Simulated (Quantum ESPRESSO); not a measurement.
# TiTeSe (P3m1): the Ti K absorption edge, part 2 of 2

What does one-electron theory with a core hole give for the Ti K edge of TiTeSe (P3m1)?

Quantum ESPRESSO 7.5; X-ray absorption near-edge structure, plane-wave PAW LDA, one-electron final states by a Lanczos continued fraction.

So far. Step 8 (Spectrum with XCH, Ti atom 3): Main maxima below 30 eV (height): 1.2 eV (0.23), 8.6 eV (1.77), 9.4 eV (1.78), 13.0 eV (1.41), 16.4 eV (1.41), 18.8 eV (1.53) and 22.6 eV (1.41).  Step 8 (Spectrum with XCH, Ti atom 3): The total-energy difference is 4971.67 eV. One term is added: -22.68 eV, since the hole is spin-paired here and a spin-polarised one costs that much less in the free atom (computed apart). The photon energy is then 4948.99 eV. The tabulated edge of the element is 4966 eV.

### 11. Supercell with XCH, Ti atom 3

This attempt departs from the first core-hole run: convergence threshold of the field to 0.01.

scf.in

```
&control
   calculation='scf', prefix='x', pseudo_dir='../pp', outdir='tmp', tprnfor=.true.
/
&system
   ibrav=0, nat=9, ntyp=4, nbnd=30
   ecutwfc=40, ecutrho=310
   occupations='smearing', smearing='mv', degauss=0.015
/
&electrons
   conv_thr=1.0e-02, electron_maxstep=120
   mixing_beta=0.5
/
ATOMIC_SPECIES
Te 1.0 Te.lda-n-kjpaw.UPF
Se 1.0 Se.lda-n-kjpaw.UPF
Ti0 1.0 Ti.lda-nx-kjpaw-1sch.UPF
Ti 1.0 Ti.lda-nx-kjpaw.UPF
CELL_PARAMETERS angstrom
  0.00000000 6.38282878 0.00000000
  -5.52769187 -3.19141439 0.00000000
  0.00000000 0.00000000 6.63475060
ATOMIC_POSITIONS crystal
Te   0.00000000 0.66666667 0.25166794
Te   0.33333333 0.33333333 0.25166794
Te   0.66666667 0.00000000 0.25166794
Se   0.33333333 0.00000000 0.76961768
Se   0.66666667 0.66666667 0.76961768
Se   0.00000000 0.33333333 0.76961768
Ti0  0.00000000 0.00000000 0.97871539
Ti   0.33333333 0.66666667 0.97871539
Ti   0.66666667 0.33333333 0.97871539
K_POINTS automatic
5 5 4 0 0 0
```

Run with:

```sh
OMP_NUM_THREADS=1 mpirun --oversubscribe --bind-to none -np 4 pw.x -nk 4 -in scf.in > scf.out
```

Wall time 32 s (4 MPI ranks of Arm Neoverse V1, shared host); peak memory 0.27 GiB.

The run finished. A setting was moved off its sound value on purpose, so it serves as a test and not as the result.

The fault put into the input: conv_thr is far too loose.

### 12. Spectrum with XCH, Ti atom 3

Another set-up is tried: convergence threshold of the field to 0.01.

xspectra.in

```
&input_xspectra
   calculation='xanes_dipole', edge='K'
   prefix='x', outdir='tmp', xiabs=3, xe0=5.5551
   xonly_plot=.false., x_save_file='xanes.sav'
   xniter=3000, xcheck_conv=20, xerror=0.005
   xcoordcrys=.false., xepsilon(1)=1, xepsilon(2)=0, xepsilon(3)=0
/
&plot
   xnepoint=413, xemin=-10, xemax=45, terminator=.true., cut_occ_states=.true.
   xgamma=0.4
/
&pseudos
   filecore='../Ti.wfc'
/
&cut_occ
   cut_desmooth=0.1, cut_stepl=0.05, cut_stepu=0.05, cut_ierror=1e-5
/
3 3 3 0 0 0
```

Run with:

```sh
OMP_NUM_THREADS=1 mpirun --oversubscribe --bind-to none -np 4 xspectra.x -nk 4 -in xspectra.in > xspectra.out
```

Wall time 56 s (4 MPI ranks); peak memory 0.22 GiB; 3.7 min of CPU time.

The run finished. A setting was moved off its sound value on purpose, so it serves as a test and not as the result.

The fault put into the input: conv_thr is far too loose.

This run also has another mesh (3×3×3 against 4×4×4), so the 10 % r.m.s. difference can't be laid on the changed setting alone. The highest intensity below 24 eV goes from 9.4 eV (1.78) to 9.5 eV (1.82).

```csv
E (eV),first run,this run
-2.0,0.03,0.03
-0.5,0.06,0.05
1.0,0.22,0.24
2.5,0.17,0.19
4.0,0.16,0.15
5.5,0.66,0.59
7.0,1.28,1.12
8.5,1.76,1.69
10.0,1.47,1.44
11.5,0.99,0.92
13.0,1.41,1.45
14.5,1.08,1.50
16.0,1.31,1.01
17.5,1.11,1.18
19.0,1.51,1.58
20.5,1.32,1.25
22.0,1.25,1.46
23.5,1.26,1.13
25.0,1.30,1.38
26.5,1.20,1.17
28.0,1.24,1.34
29.5,1.06,1.30
31.0,1.30,1.30
```

### 13. What the core hole does

Both curves are counted from their own zero, so only the shift of weight within the empty states shows.

```
E (eV)  no hole   XCH
  -2.0     0.03  0.03
  -1.0     0.04  0.04
   0.0     0.10  0.11
   1.0     0.23  0.22
   2.0     0.17  0.19
   3.0     0.18  0.15
   4.0     0.15  0.16
   5.0     0.39  0.47
   6.0     0.79  0.89
   7.0     1.23  1.28
   8.0     1.55  1.60
   9.0     1.82  1.74
  10.0     1.44  1.47
  11.0     1.07  0.90
  12.0     1.21  1.24
  13.0     1.31  1.41
  14.0     1.34  1.27
  15.0     1.31  1.13
  16.0     1.21  1.31
  17.0     1.24  1.18
  18.0     1.22  1.33
  19.0     1.58  1.51
  20.0     1.27  1.23
  21.0     1.30  1.32
  22.0     1.22  1.25
  23.0     1.44  1.30
  24.0     1.24  1.32
  25.0     1.25  1.30
  26.0     1.27  1.07
  27.0     1.15  1.23
  28.0     1.10  1.24
  29.0     1.20  1.13
  30.0     1.11  1.07
  31.0     1.19  1.30
  32.0     1.20  1.12
```

With each curve scaled to its own mean, the area from −2 to 6 eV with the hole is 1.7 against 1.7, and the centre of weight from −1 to 20 eV moves by -0.1 eV (first and strongest maxima below 20 eV: 1.2 eV (0.26), 9.2 eV (1.87), 13.9 eV (1.35) and 18.8 eV (1.60) without the hole, 1.2 eV (0.23), 8.6 eV (1.77), 9.4 eV (1.78) and 18.8 eV (1.53) with it), a small effect on these measures.

### 14. What came out

| Property | Result |
| --- | --- |
| absorber and edge | Ti K, atom 3 of the ground-state input (counted from 1) |
| surroundings | 3 Se at 2.54 Å and 3 Te at 2.79 Å (distorted octahedral, site symmetry 3m) |
| highest intensity below 24 eV | 9.4 eV above the zero, height 1.78 |
| photon energy of the zero, with the added terms | 4949.0 eV (raw 4971.7 eV; LDA puts this hole about 13 eV below PBE, itself good to a few eV) |

What this shows: The Ti K edge of atom 3, with 3 Se at 2.54 Å and 3 Te at 2.79 Å (distorted octahedral, site symmetry 3m), has its highest intensity of the first 24 eV at 9.4 eV above the zero, near 4958 eV in photon energy (LDA puts this hole about 13 eV below PBE, itself good to a few eV), 1.8 times the mean level of the first 20 eV (Lorentzian half width 0.4 eV). With each curve scaled to its own mean, the area from −2 to 6 eV with the hole is 1.7 against 1.7, and the centre of weight from −1 to 20 eV moves by -0.1 eV (first and strongest maxima below 20 eV: 1.2 eV (0.26), 9.2 eV (1.87), 13.9 eV (1.35) and 18.8 eV (1.60) without the hole, 1.2 eV (0.23), 8.6 eV (1.77), 9.4 eV (1.78) and 18.8 eV (1.53) with it), a small effect on these measures. At the Ti K edge of atom 3 polarisation matters most near 9.5 eV, where the curves differ by 0.7 on this scale. The strongest dipole feature below the main edge lies at 1.2 eV (height 0.23); the site lacks an inversion centre, which allows local p–d mixing besides the mixing with the neighbours' empty states; the run doesn't separate the two. 2 further runs of this session are left out of this account as redundant. The unit cell's mesh shows no gap over 0.35 eV. That is right for a metallic compound; for a small-gap or correlated insulator it would be the fault of the functional or of the assumed magnetic order, and the hole would be screened too well. Quadrupole 1s→3d transitions, which feed the pre-edge, are not in the dipole spectrum. The holes are only 6.4 Å apart, so the shape is probably not converged with cell size; no larger cell was run here. Lifetime broadening is put in by hand, and intensities beyond about 20 eV depend on it and on the partial waves. The structure is a computed Materials Project entry and may be a hypothetical form.

[Logs are printed without paths, hosts, clocks, repeated set-up lines and the standing remarks that a program may print on its own settings, such as how far it seeks lower states.]

[Hosts, paths, dates, database ids (printed as entryN), source tags and the programs' standing remarks are cut or masked in the printed files.]

[Lists of maxima count a maximum above −3 eV only where it reaches 4 % of the highest in the window and stands out from its surroundings by 2 % of it (1.5 % where it reaches 55 %); shoulders and weaker maxima are passed over, and of the rest the first, up to two pre-edge ones and the few strongest are named.]
